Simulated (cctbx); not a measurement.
## Na3Ti2P3S6O6 with cctbx, script by script

Library: cctbx 2025.11.

## 1. Energy scan

run.py:

```python
from cctbx import adptbx, crystal, miller, xray
from cctbx.array_family import flex
from cctbx.eltbx import sasaki

cs = crystal.symmetry(unit_cell=(9.802, 9.802, 25.538, 90, 90, 120), space_group_symbol='Hall: -R 3')  # R-3
atoms = [  # label, site, U (iso, or U11 U22 U33 U12 U13 U23 in A^2), occupancy
    ("Ti1", (0, 0, 0.14613), (0.0180, 0.0180, 0.0212, 0.0090, 0.0000, 0.0000), 1),
    ("Ti2", (1/3, 2/3, 0.01673), (0.0210, 0.0210, 0.0201, 0.0105, 0.0000, 0.0000), 1),
    ("S1", (0.64377, 0.13573, 0.13943), (0.0182, 0.0203, 0.0192, 0.0110, 0.0015, -0.0004), 1),
    ("S2", (0.49227, 0.88623, 0.07003), (0.0183, 0.0167, 0.0209, 0.0107, -0.0037, 0.0004), 1),
    ("P1", (0.67467, 0.05063, 0.08423), (0.0283, 0.0320, 0.0248, 0.0160, 0.0001, 0.0041), 1),
    ("Na1", (0.64417, 0.02453, 0.27703), (0.0145, 0.0204, 0.0196, 0.0070, -0.0005, -0.0002), 1),
    ("O1", (0.20797, 0.05993, 0.30093), (0.0258, 0.0286, 0.0252, 0.0162, 0.0051, 0.0031), 1),
    ("O2", (0.81067, 0.99303, 0.09023), (0.0188, 0.0238, 0.0206, 0.0112, -0.0017, -0.0005), 1),
]
xs = xray.structure(crystal_symmetry=cs)
for label, site, u, occ in atoms:
    u = adptbx.u_cif_as_u_star(cs.unit_cell(), u) if isinstance(u, tuple) else u
    xs.add_scatterer(xray.scatterer(label, site=site, u=u, occupancy=occ))
hkl = [(2, -1, 3), (2, 1, 4), (1, 1, 3), (0, 2, 1)]
ms = miller.set(cs, flex.miller_index(hkl + [tuple(-v for v in h) for h in hkl]), anomalous_flag=True)
print("E (eV)    f'(Ti)   f''   " + "".join("%16s" % ("|F|" + " ".join(map(str, h))) for h in hkl))
for e in [4366, 4716, 4846, 4906, 4936, 4951, 4958, 4962, 4970, 4974, 4981, 4996, 5026, 5116, 5366]:
    xs.set_inelastic_form_factors(12398.42 / e, "sasaki")
    t = sasaki.table("Ti").at_ev(e)
    f = flex.abs(ms.structure_factors_from_scatterers(xs, algorithm="direct").f_calc().data())
    n = len(hkl)
    print("%7.0f %7.2f %6.2f  " % (e, t.fp(), t.fdp()) + "".join("%9.1f/%6.1f" % (f[k], f[k + n]) for k in range(n)))
```

```console
$ python run.py
```

```text
E (eV)    f'(Ti)   f''          |F|2 -1 3        |F|2 1 4        |F|1 1 3        |F|0 2 1
   4366   -2.01   0.56      273.8/ 273.8     18.9/  18.9    196.4/ 196.4     37.3/  37.3
   4716   -2.82   0.49      274.3/ 274.3     24.0/  24.0    196.7/ 196.7     37.4/  37.4
   4846   -3.54   0.46      274.4/ 274.4     30.0/  30.0    196.7/ 196.7     37.3/  37.3
   4906   -4.27   0.45      274.6/ 274.6     36.5/  36.5    196.7/ 196.7     37.3/  37.3
   4936   -5.02   0.45      274.7/ 274.7     43.3/  43.3    196.6/ 196.6     37.2/  37.2
   4951   -5.73   0.45      274.8/ 274.8     49.8/  49.8    196.5/ 196.5     37.1/  37.1
   4958   -6.38   0.44      274.9/ 274.9     56.0/  56.0    196.5/ 196.5     37.0/  37.0
   4962   -7.07   0.44      275.0/ 275.0     62.4/  62.4    196.4/ 196.4     37.0/  37.0
   4970   -7.47   4.00      275.0/ 275.0     68.8/  68.8    196.4/ 196.4     37.0/  37.0
   4974   -6.55   4.00      274.9/ 274.9     60.5/  60.5    196.5/ 196.5     37.1/  37.1
   4981   -5.78   3.99      274.8/ 274.8     53.7/  53.7    196.6/ 196.6     37.2/  37.2
   4996   -5.00   3.96      274.7/ 274.7     46.9/  46.9    196.7/ 196.7     37.3/  37.3
   5026   -4.12   3.92      274.6/ 274.6     39.5/  39.5    196.9/ 196.9     37.4/  37.4
   5116   -2.99   3.79      274.4/ 274.4     30.6/  30.6    197.0/ 197.0     37.6/  37.6
   5366   -1.81   3.50      274.2/ 274.2     22.4/  22.4    197.2/ 197.2     37.7/  37.7
```

Run time: 0.41 s on 1 thread of Arm Neoverse N1 (shared host), peak memory 0.07 GiB.

[Logs are printed without paths, hosts, clocks, repeated set-up lines and the standing remarks that a program may print on its own settings, such as how far it seeks lower states.]
